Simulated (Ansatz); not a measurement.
**A hypothetical structure for Lu3Au**

Starting from a made-up structure for Lu3Au, the aim is the relaxed cell, its shortest contacts and, where a second run follows, its electronic structure.

Main program and level: Ansatz 0.2.0; DFT, PBE, plane-wave PAW, files of the set soft_1, scalar-relativistic, no spin, cell and ions relaxed at zero pressure; PAW set soft_1.

### Step 1. Set-up

Symmetry: Pm-3m, No. 221, cubic system. Conventional cell: a = 4.562 Å, b = 4.562 Å, c = 4.562 Å, α = 90.00°, β = 90.00°, γ = 90.00°. Nearest to Au lie 12 Lu at 3.23 Å. Nearest to Lu lie 8 Lu at 3.23 Å and 4 Au at 3.23 Å. Farther neighbours are not listed.

### Step 2. Relaxing cell and atoms

The guess takes its coordinates from another compound and its volume from a rule, so the cell and any free coordinates are relaxed together.

The input, input.yaml:

```yaml
crystal:
  lattice:
    - [4.562, 0.0, 0.0]
    - [0.0, 4.562, 0.0]
    - [0.0, 0.0, 4.562]
  atoms:
    - { symbol: Au, position: [0.0, 0.0, 0.0] }
    - { symbol: Lu, position: [0.5, 0.5, 0.0] }
    - { symbol: Lu, position: [0.5, 0.0, 0.5] }
    - { symbol: Lu, position: [0.0, 0.5, 0.5] }
kpoints:
  mp_grid: { grid: [6, 6, 6] }
scf:
  occupations: { method: fermi_dirac, width: 0.05 }
hamiltonian:
  xc: pbe
  pseudopotentials: { kind: paw, azcp: { folder: soft_1 } }
relax:
  f_tol: 0.015
  max_steps: 70
  cell: {}
output:
  forces: true
  stress: true
```

The run is started by

```
> ansatz run input.yaml --threads 4 --pin off --max-ram 8192MiB --backend cpu --events-out ev --progress --plain --runs-dir out
```

Numbers of over 12 decimals in the logs are rounded to 6 here.

What it wrote:

```text
Engine: ansatz 0.2.0, x86_64-unknown-linux-gnu
Pseudopotentials: kind: paw
Pseudopotential: Au, paw, valence charge 19, recommended cutoff 420 eV (normal), soft_1/Au.paw.azcp
Pseudopotential: Lu, paw, valence charge 25, recommended cutoff 420 eV (normal), soft_1/Lu.paw.azcp
Functional definition: PBE
  parameter kappa = 0.804
  parameter beta = 0.066725
  exchange = pbe_x(kappa = kappa, mu = beta*pi^2/3)
  correlation = pbe_c(beta = beta)
Crystal: 4 atoms, lattice volume = 94.944 Å³
Basis set: ecut = 420 eV, 1863 PW (Γ), exchange–correlation on 64×64×64 points (8 copies of the dense FFT grid, shifted against one another)
Bands: 57, of which v1, the nominal top of the filled ones, is band 47 counted from 1 (46 counted from 0)
Symmetry: 48 space group operations
Space group: Pm-3m (ITA 221), of the structure as read, at distance tolerance 4.6e-5 Å
k-points: 20 of 216
Non-local potential: Au, projectors of the file, l = 0: 3, l = 1: 2, l = 2: 2, l = 3: 1
Non-local potential: Lu, projectors of the file, l = 0: 3, l = 1: 2, l = 2: 2, l = 3: 3
PAW form: soft (Blöchl's): semilocal exchange-correlation on the pseudo side does not see the compensation charge
PAW one-centre angular grid: Au, 590 points (default); XC on 64 Gauss nodes
PAW one-centre angular grid: Lu, 590 points (default); XC on 64 Gauss nodes
Initial density: superposition of atomic densities (chi_scale 0.1, normalization cell, long waves kept (reshape's long-wave potential 0.00 eV rms))
Initial wavefunctions: pseudopotential atomic-orbital guess
Functional: x = pbe(κ = 0.804, μ = 0.219515), c = pbe(β = 0.066725)
SCF iter   1: F=—  HF=-57398.508098 eV  |F-HF|=—  |Δ(HF+E_count)|=         —  Δρ=4.52e-1  dr2=5.12e2  ethr=3.10e-3  ⟨swp⟩=5.9  Hψ=5007  notcnv=0  defer=2
preconditioner: auto → Kerker (q_TF=auto, 2.724 Å⁻¹)  [metal: Δε(μ)=0.023 eV  Ē_g=14.288 eV  σ=0.050 eV  W_gap=0.11  n_scr=26 (ndim 8)  ℏωp=34.1 eV  f_vac=0.000  D(μ)=4.74/eV (n_scr^D=32)]
SCF iter   2: F=—  HF=-57354.604736 eV  |F-HF|=—  |Δ(HF+E_count)|=    4.39e1  Δρ=1.17e-1  dr2=1.59e1  ethr=3.10e-3  ⟨swp⟩=6.2  Hψ=4471  notcnv=0  defer=38
SCF iter   3: F=—  HF=-57352.093981 eV  |F-HF|=—  |Δ(HF+E_count)|=    2.51e0  Δρ=6.01e-2  dr2=4.17e0  ethr=3.10e-3  ⟨swp⟩=4.1  Hψ=3301  notcnv=0  defer=37
SCF iter   4: F=—  HF=-57351.814021 eV  |F-HF|=—  |Δ(HF+E_count)|=   2.80e-1  Δρ=2.65e-2  dr2=9.97e-1  ethr=3.10e-3  ⟨swp⟩=3.9  Hψ=3199  notcnv=0  defer=35
SCF iter   5: F=—  HF=-57351.570781 eV  |F-HF|=—  |Δ(HF+E_count)|=   2.43e-1  Δρ=8.35e-3  dr2=1.07e-1  ethr=1.06e-3  ⟨swp⟩=3.8  Hψ=2628  notcnv=0  defer=35
SCF iter   6: F=—  HF=-57351.558927 eV  |F-HF|=—  |Δ(HF+E_count)|=   1.19e-2  Δρ=4.73e-3  dr2=3.37e-2  ethr=1.14e-4  ⟨swp⟩=3.9  Hψ=3206  notcnv=0  defer=35
SCF iter   7: F=—  HF=-57351.549995 eV  |F-HF|=—  |Δ(HF+E_count)|=   8.93e-3  Δρ=1.11e-3  dr2=1.13e-3  ethr=3.58e-5  ⟨swp⟩=2.5  Hψ=2485  notcnv=0  defer=35
SCF iter   8: F=—  HF=-57351.550577 eV  |F-HF|=—  |Δ(HF+E_count)|=   5.82e-4  Δρ=5.17e-4  dr2=3.74e-4  ethr=1.20e-6  ⟨swp⟩=3.0  Hψ=2694  notcnv=0  defer=35
SCF iter   9: F=—  HF=-57351.550393 eV  |F-HF|=—  |Δ(HF+E_count)|=   1.84e-4  Δρ=2.00e-4  dr2=1.11e-4  ethr=3.98e-7  ⟨swp⟩=3.2  Hψ=2493  notcnv=0  defer=35
SCF iter  10: F=—  HF=-57351.550378 eV  |F-HF|=—  |Δ(HF+E_count)|=   1.49e-5  Δρ=9.36e-5  dr2=2.03e-5  ethr=1.18e-7  ⟨swp⟩=2.2  Hψ=1731  notcnv=0  defer=35
SCF iter  11: F=—  HF=-57351.550344 eV  |F-HF|=—  |Δ(HF+E_count)|=   3.48e-5  Δρ=1.82e-5  dr2=4.14e-7  ethr=2.16e-8  ⟨swp⟩=2.0  Hψ=1831  notcnv=0  defer=35
SCF iter  12: F=-57351.550344 eV  HF=-57351.550344 eV  |F-HF|=8.58e-9  |Δ(HF+E_count)|=   7.18e-8  Δρ=4.50e-6  dr2=1.27e-8  ethr=1.06e-10  ⟨swp⟩=7.2  Hψ=6801  notcnv=0
SCF 1 converged in 12 iterations: F = -57351.550344 eV  dr2 = 1.27e-8
  greatest PAW one-centre occupation: 1.000 electrons in one spin orbital (limit 2), on the Au atom at site 0 (counted from 0), in its partial waves of l = 0
relax step   1: F+E_penalty+E_count = -57351.55034357 eV  Δ(F+E_penalty+E_count) = +0.000e0 eV  max|allowed force component| = 8.382e-29 eV/Å  Δτ_max = 0.0000 Å  P = +2.344 GPa  Ω = 94.944 Å³  (12 SCF iters, dr2 threshold 1.00e-7 eV, accepted)
Crystal: 4 atoms, lattice volume = 100.511 Å³
Basis set: ecut = 420 eV, 1935 PW (Γ), exchange–correlation on 64×64×64 points (8 copies of the dense FFT grid, shifted against one another)
Initial density: handed on by an earlier stage of this run
Initial wavefunctions: those handed on with the density
iter 1 solved again at ethr=5.09e-4 eV; its pass at ethr=3.10e-3 eV (dr2=4.79e-1 eV) is discarded
SCF iter   1: F=—  HF=-57351.664487 eV  |F-HF|=—  |Δ(HF+E_count)|=         —  Δρ=1.27e-2  dr2=4.82e-1  ethr=5.09e-4  ⟨swp⟩=2.4  Hψ=7760  notcnv=0
preconditioner: auto → Kerker (q_TF=auto, 2.698 Å⁻¹)  [metal: Δε(μ)=0.110 eV  Ē_g=12.098 eV  σ=0.050 eV  W_gap=0.49  n_scr=26 (ndim 8)  ℏωp=33.1 eV  f_vac=0.000  D(μ)=2.54/eV (n_scr^D=18)]
SCF iter   2: F=—  HF=-57351.579944 eV  |F-HF|=—  |Δ(HF+E_count)|=   8.45e-2  Δρ=5.07e-3  dr2=9.75e-2  ethr=5.09e-4  ⟨swp⟩=2.4  Hψ=1536  notcnv=0
SCF iter   3: F=—  HF=-57351.564875 eV  |F-HF|=—  |Δ(HF+E_count)|=   1.51e-2  Δρ=2.51e-3  dr2=6.90e-3  ethr=1.04e-4  ⟨swp⟩=2.5  Hψ=1813  notcnv=0  defer=25
SCF iter   4: F=—  HF=-57351.565049 eV  |F-HF|=—  |Δ(HF+E_count)|=   1.74e-4  Δρ=1.62e-3  dr2=3.25e-3  ethr=7.34e-6  ⟨swp⟩=3.1  Hψ=2813  notcnv=0  defer=25
SCF iter   5: F=—  HF=-57351.563432 eV  |F-HF|=—  |Δ(HF+E_count)|=   1.62e-3  Δρ=6.20e-4  dr2=6.77e-4  ethr=3.45e-6  ⟨swp⟩=3.5  Hψ=2950  notcnv=0  defer=25
SCF iter   6: F=—  HF=-57351.563380 eV  |F-HF|=—  |Δ(HF+E_count)|=   5.26e-5  Δρ=5.81e-4  dr2=4.96e-4  ethr=7.21e-7  ⟨swp⟩=2.9  Hψ=2638  notcnv=0  defer=25
SCF iter   7: F=—  HF=-57351.563280 eV  |F-HF|=—  |Δ(HF+E_count)|=   9.92e-5  Δρ=1.12e-4  dr2=1.69e-5  ethr=5.28e-7  ⟨swp⟩=2.1  Hψ=2102  notcnv=0  defer=33
SCF iter   8: F=—  HF=-57351.563223 eV  |F-HF|=—  |Δ(HF+E_count)|=   5.70e-5  Δρ=2.71e-5  dr2=5.99e-7  ethr=1.80e-8  ⟨swp⟩=3.3  Hψ=2864  notcnv=0  defer=33
SCF iter   9: F=-57351.563223 eV  HF=-57351.563223 eV  |F-HF|=1.00e-7  |Δ(HF+E_count)|=   1.30e-7  Δρ=1.04e-5  dr2=9.99e-8  ethr=4.26e-10  ⟨swp⟩=6.9  Hψ=6490  notcnv=0
SCF 2 converged in 9 iterations: F = -57351.563223 eV  dr2 = 9.99e-8
relax step   2: F+E_penalty+E_count = -57351.56322316 eV  Δ(F+E_penalty+E_count) = -1.288e-2 eV  max|allowed force component| = 1.565e-29 eV/Å  Δτ_max = 0.0000 Å  P = -1.298 GPa  Ω = 100.511 Å³  energy of the carried Pulay correction = -2.261e-3 eV  (9 SCF iters, dr2 threshold 4.00e-7 eV, accepted)
Crystal: 4 atoms, lattice volume = 98.454 Å³
iter 1 solved again at ethr=7.20e-5 eV; its pass at ethr=3.10e-3 eV (dr2=6.77e-2 eV) is discarded
SCF iter   1: F=—  HF=-57351.585948 eV  |F-HF|=—  |Δ(HF+E_count)|=         —  Δρ=4.92e-3  dr2=6.90e-2  ethr=7.20e-5  ⟨swp⟩=3.0  Hψ=6854  notcnv=0
preconditioner: auto → Kerker (q_TF=auto, 2.707 Å⁻¹)  [metal: Δε(μ)=0.029 eV  Ē_g=12.093 eV  σ=0.050 eV  W_gap=0.14  n_scr=26 (ndim 8)  ℏωp=33.5 eV  f_vac=0.000  D(μ)=4.96/eV (n_scr^D=32)]
SCF iter   2: F=—  HF=-57351.574656 eV  |F-HF|=—  |Δ(HF+E_count)|=   1.13e-2  Δρ=1.68e-3  dr2=9.97e-3  ethr=7.20e-5  ⟨swp⟩=1.9  Hψ=1435  notcnv=0
SCF iter   3: F=—  HF=-57351.573230 eV  |F-HF|=—  |Δ(HF+E_count)|=   1.43e-3  Δρ=8.13e-4  dr2=9.40e-4  ethr=1.06e-5  ⟨swp⟩=2.1  Hψ=1810  notcnv=0
SCF iter   4: F=—  HF=-57351.573202 eV  |F-HF|=—  |Δ(HF+E_count)|=   2.85e-5  Δρ=4.62e-4  dr2=1.62e-4  ethr=1.00e-6  ⟨swp⟩=3.4  Hψ=2951  notcnv=0
SCF iter   5: F=—  HF=-57351.573041 eV  |F-HF|=—  |Δ(HF+E_count)|=   1.61e-4  Δρ=1.30e-4  dr2=2.52e-5  ethr=1.72e-7  ⟨swp⟩=3.6  Hψ=2877  notcnv=0
SCF iter   6: F=—  HF=-57351.572986 eV  |F-HF|=—  |Δ(HF+E_count)|=   5.50e-5  Δρ=1.29e-4  dr2=2.23e-5  ethr=2.68e-8  ⟨swp⟩=3.0  Hψ=2929  notcnv=0
SCF iter   7: F=—  HF=-57351.572982 eV  |F-HF|=—  |Δ(HF+E_count)|=   4.61e-6  Δρ=3.67e-5  dr2=1.93e-6  ethr=2.37e-8  ⟨swp⟩=2.1  Hψ=1669  notcnv=0
SCF iter   8: F=-57351.572981 eV  HF=-57351.572981 eV  |F-HF|=2.54e-8  |Δ(HF+E_count)|=   3.46e-7  Δρ=6.36e-6  dr2=3.70e-8  ethr=4.26e-10  ⟨swp⟩=7.4  Hψ=6886  notcnv=0
SCF 3 converged in 8 iterations: F = -57351.572981 eV  dr2 = 3.70e-8
relax step   3: F+E_penalty+E_count = -57351.57298145 eV  Δ(F+E_penalty+E_count) = -9.758e-3 eV  max|allowed force component| = 3.800e-29 eV/Å  Δτ_max = 0.0000 Å  P = -0.072 GPa  Ω = 98.454 Å³  energy of the carried Pulay correction = -1.441e-3 eV  (8 SCF iters, dr2 threshold 4.00e-7 eV, accepted)
Crystal: 4 atoms, lattice volume = 98.335 Å³
iter 1 solved again at ethr=2.22e-7 eV; its pass at ethr=3.10e-3 eV (dr2=2.09e-4 eV) is discarded
SCF iter   1: F=—  HF=-57351.573178 eV  |F-HF|=—  |Δ(HF+E_count)|=         —  Δρ=2.76e-4  dr2=2.25e-4  ethr=2.22e-7  ⟨swp⟩=2.6  Hψ=5507  notcnv=0
preconditioner: auto → Kerker (q_TF=auto, 2.708 Å⁻¹)  [metal: Δε(μ)=0.003 eV  Ē_g=12.100 eV  σ=0.050 eV  W_gap=0.01  n_scr=26 (ndim 8)  ℏωp=33.5 eV  f_vac=0.000  D(μ)=4.44/eV (n_scr^D=32)]
SCF iter   2: F=—  HF=-57351.573142 eV  |F-HF|=—  |Δ(HF+E_count)|=   3.64e-5  Δρ=1.04e-4  dr2=3.97e-5  ethr=2.22e-7  ⟨swp⟩=1.9  Hψ=1290  notcnv=0
SCF iter   3: F=—  HF=-57351.573079 eV  |F-HF|=—  |Δ(HF+E_count)|=   6.25e-5  Δρ=4.87e-5  dr2=2.54e-6  ethr=4.23e-8  ⟨swp⟩=2.1  Hψ=1766  notcnv=0
SCF iter   4: F=—  HF=-57351.573056 eV  |F-HF|=—  |Δ(HF+E_count)|=   2.28e-5  Δρ=3.81e-5  dr2=1.15e-6  ethr=2.70e-9  ⟨swp⟩=3.0  Hψ=2933  notcnv=0
SCF iter   5: F=—  HF=-57351.573055 eV  |F-HF|=—  |Δ(HF+E_count)|=   1.25e-6  Δρ=1.17e-5  dr2=2.54e-7  ethr=1.22e-9  ⟨swp⟩=3.8  Hψ=2817  notcnv=0
SCF iter   6: F=—  HF=-57351.573055 eV  |F-HF|=—  |Δ(HF+E_count)|=   6.07e-8  Δρ=7.23e-6  dr2=7.46e-8  ethr=2.71e-10  ⟨swp⟩=3.1  Hψ=2597  notcnv=0
SCF iter   7: F=-57351.573055 eV  HF=-57351.573055 eV  |F-HF|=1.91e-9  |Δ(HF+E_count)|=   1.47e-8  Δρ=8.85e-7  dr2=1.06e-9  ethr=1.38e-11  ⟨swp⟩=6.0  Hψ=7456  notcnv=0
SCF 4 converged in 7 iterations: F = -57351.573055 eV  dr2 = 1.06e-9
relax step   4: F+E_penalty+E_count = -57351.57305504 eV  Δ(F+E_penalty+E_count) = -7.359e-5 eV  max|allowed force component| = 2.005e-29 eV/Å  Δτ_max = 0.0000 Å  P = +0.002 GPa  Ω = 98.335 Å³  energy of the carried Pulay correction = -1.393e-3 eV  (7 SCF iters, dr2 threshold 1.30e-8 eV, accepted)
Initial wavefunctions: pseudopotential atomic-orbital guess (no wavefunctions were taken with the density)
iter 1 solved again at ethr=2.95e-8 eV; its pass at ethr=3.10e-3 eV (dr2=2.77e-5 eV) is discarded
SCF iter   1: F=—  HF=-57351.574539 eV  |F-HF|=—  |Δ(HF+E_count)|=         —  Δρ=1.46e-4  dr2=1.03e-6  ethr=2.95e-8  ⟨swp⟩=6.2  Hψ=11114  notcnv=0
preconditioner: auto → Kerker (q_TF=auto, 2.708 Å⁻¹)  [metal: Δε(μ)=0.006 eV  Ē_g=12.100 eV  σ=0.050 eV  W_gap=0.03  n_scr=26 (ndim 8)  ℏωp=33.5 eV  f_vac=0.000  D(μ)=4.41/eV (n_scr^D=32)]
SCF iter   2: F=—  HF=-57351.574534 eV  |F-HF|=—  |Δ(HF+E_count)|=   5.16e-6  Δρ=7.90e-5  dr2=8.45e-7  ethr=1.09e-9  ⟨swp⟩=3.2  Hψ=2936  notcnv=0
SCF iter   3: F=—  HF=-57351.574543 eV  |F-HF|=—  |Δ(HF+E_count)|=   9.08e-6  Δρ=5.22e-5  dr2=1.81e-7  ethr=8.99e-10  ⟨swp⟩=3.4  Hψ=2559  notcnv=0
SCF iter   4: F=—  HF=-57351.574551 eV  |F-HF|=—  |Δ(HF+E_count)|=   8.10e-6  Δρ=1.12e-5  dr2=1.00e-8  ethr=1.92e-10  ⟨swp⟩=2.7  Hψ=2200  notcnv=0
SCF iter   5: F=—  HF=-57351.574551 eV  |F-HF|=—  |Δ(HF+E_count)|=   3.32e-7  Δρ=2.41e-6  dr2=7.25e-10  ethr=1.06e-11  ⟨swp⟩=3.2  Hψ=2906  notcnv=0
SCF iter   6: F=—  HF=-57351.574551 eV  |F-HF|=—  |Δ(HF+E_count)|=   9.82e-9  Δρ=5.20e-7  dr2=8.47e-11  ethr=1.00e-12  ⟨swp⟩=3.2  Hψ=2616  notcnv=0
SCF iter   7: F=-57351.574551 eV  HF=-57351.574551 eV  |F-HF|=2.91e-11  |Δ(HF+E_count)|=  7.42e-10  Δρ=1.22e-7  dr2=9.58e-12  ethr=1.00e-12  ⟨swp⟩=7.8  Hψ=6767  notcnv=0
SCF 5 converged in 7 iterations: F = -57351.574551 eV  dr2 = 9.58e-12
relax step   5: F+E_penalty+E_count = -57351.57455110 eV  Δ(F+E_penalty+E_count) = -1.496e-3 eV  max|allowed force component| = 2.564e-29 eV/Å  Δτ_max = 0.0000 Å  P = +0.009 GPa  Ω = 98.335 Å³  stress off target by 9.47e-3 GPa  SCF on the basis re-selected at this cell (its energy is not comparable with the rows above)  (7 SCF iters)
basis re-selected at this cell: Δ(F+E_penalty+E_count) = -1.496e-3 eV, ΔP = +0.007 GPa vs the last step (what re-selecting the basis moved, of the pressure what is left beyond the Pulay correction that the steps carried, after the strain that the cell walked since its last selection, with what the two solves' SCF thresholds leave and, on support functions, any second-order correction that the steps lacked; it is no m [...]
SCF converged after 7 iterations
Free energy (F): -57351.574551 eV
Harris-Foulkes:  -57351.574551 eV  (|F-HF|=2.91e-11)
Internal energy: -57351.537115 eV  (E = F + TS)
E sigma→0 (E₀):  -57351.555833 eV
Entropy (-TS):   -0.037436 eV (-9.359 meV/atom)
Fermi energy:    15.963367 eV
--- Per-component energies (eV) ---
  E_band       = -159.236509
  E_kinetic    = 1829.221319
  E_local      = -21643.321497  (includes V_loc(G=0)·N_el)
  E_nonlocal   = 2133.242529
  E_hartree    = 9048.056284
  E_xc         = -840.015286
  E_vxc        = -1021.411192  (∫ρ·V_xc dr)
  E_paw        = -31985.570626  (= ΣΔE_a)
  E_vpaw       = 446.917932  (= ΣTr[D̂ρ^β])
  E_aug_tail   = 0.001554  (compensation charges beyond the density's cutoff)
  E_ewald      = -15893.151392
  E_smearing   = -0.037436  (= −TS)
  E_closure    = -0.000000  (closes the sum)
  Σ components = -57351.574551   (vs F -57351.574551, Δ=0.00e0)
--- Forces (eV/Å), atoms counted from 1 ---
  atom   1  Au    -0.00000000     0.00000000     0.00000000
  atom   2  Lu    -0.00000000     0.00000000    -0.00000000
  atom   3  Lu     0.00000000     0.00000000    -0.00000000
  atom   4  Lu    -0.00000000    -0.00000000    -0.00000000
  max |Σ_I F_I| component: 1.89e-29 eV/Å
--- Stress (GPa, compression-positive) ---
        0.009473       0.000000      -0.000000
        0.000000       0.009473      -0.000000
       -0.000000      -0.000000       0.009473
  P = ⅓ Tr σ = 0.0095 GPa (0.095 kbar)
--- Relaxed structure (4 steps of the walk, 4 accepted, 1 SCFs on fresh bases) ---
  F+E_penalty+E_count = -57351.57455110 eV   max|allowed force component| = 2.564e-29 eV/Å   (the final SCF, on the basis selected at the relaxed cell)
  cell:  # Å, volume = 98.3353 Å³
    - [4.615689, 0, 0]
    - [0, 4.615689, 0]
    - [0, 0, 4.615689]
  atoms:
    - { symbol: Au, position: [0, 0, 0] }
    - { symbol: Lu, position: [0.5, 0.5, 0] }
    - { symbol: Lu, position: [0.5, 0, 0.5] }
    - { symbol: Lu, position: [0, 0.5, 0.5] }
```

It took 9.6 s on 4 threads of Intel Xeon Platinum 8375C at 2.90GHz (Ice Lake), shared host; peak memory 0.56 GiB; 32 s of CPU time.

The steps of the relaxation:

```
step  energy less that of the first step (eV)  largest force component (eV/Å)  pressure (GPa)  volume (Å³)
   1                                   0.0000                          0.0000            2.34        94.94
   2                                  -0.0129                          0.0000           -1.30       100.51
   3                                  -0.0226                          0.0000           -0.07        98.45
   4                                  -0.0227                          0.0000            0.00        98.34
  5*                                  -0.0242                          0.0000            0.01        98.34
```

Relaxation steps marked * repeat the geometry before them on a plane-wave basis chosen anew for their cell, so energy and pressure can jump there.

Forces are held to the 48 operations that the run works with; a distortion that breaks them can't arise in this run.

```
conventional cell, symmetrised  before  after  change
                         a (Å)   4.562  4.616  +1.2 %
                         b (Å)   4.562  4.616  +1.2 %
                         c (Å)   4.562  4.616  +1.2 %
              volume (Å³/atom)   23.74  24.58  +3.6 %
```

The relaxed structure:

```cif
data_structure
_symmetry_space_group_name_H-M 'P 1'
_symmetry_Int_Tables_number 1
_cell_length_a 4.6157
_cell_length_b 4.6157
_cell_length_c 4.6157
_cell_angle_alpha 90.000
_cell_angle_beta 90.000
_cell_angle_gamma 90.000
_cell_volume 98.34
loop_
_atom_site_label
_atom_site_type_symbol
_atom_site_fract_x
_atom_site_fract_y
_atom_site_fract_z
_atom_site_occupancy
Au1 Au 0.00000 0.00000 0.00000 1
Lu2 Lu 0.50000 0.50000 0.00000 1
Lu3 Lu 0.50000 0.00000 0.50000 1
Lu4 Lu 0.00000 0.50000 0.50000 1
```

Numbers from this step:

| Item | Value |
| --- | --- |
| free energy | -57351.5746 eV |
| energy at zero smearing | -57351.5558 eV |
| smearing term TS | 0.03744 eV |
| Fermi energy | 15.96 eV |
| electrons | 94 |
| symmetry operations | 48 |
| pressure | 0.009473 GPa |

The shortest distance of each pair, which need not be the same contact before and after:

```csv
pair,guess (Å),relaxed (Å)
Au–Lu,3.226,3.264
Lu–Lu,3.226,3.264
Au–Au,4.562,4.616
```

The relaxation ends with a pressure of 0.01 GPa.

### Step 3. Outcome

| Quantity | Value |
| --- | --- |
| space group, relaxed | Pm-3m |
| conventional cell | a = 4.616, b = 4.616, c = 4.616 Å; α = 90.0°, β = 90.0°, γ = 90.0° |
| volume per atom | 24.58 Å³ (guess 23.74) |

Lu3Au relaxes to Pm-3m with a = 4.616, b = 4.616 and c = 4.616 Å. The guessed volume was 3 % too small. The space group Pm-3m was held in the relaxation, so the end point is a stationary structure within it and may be a saddle against distortions or other arrangements. Mesh and cutoff weren't tested. Spin-orbit coupling is left out, which can matter for elements this heavy. No dispersion term is used, so weakly bound directions may come out too long. Nothing here tests whether the compound is stable against decomposition.

[Logs are printed without paths, hosts, clocks, repeated set-up lines and the standing remarks that a program may print on its own settings, such as how far it seeks lower states.]

[Hosts, paths, dates, database ids (printed as entryN), source tags and the programs' standing remarks are cut or masked in the printed files.]
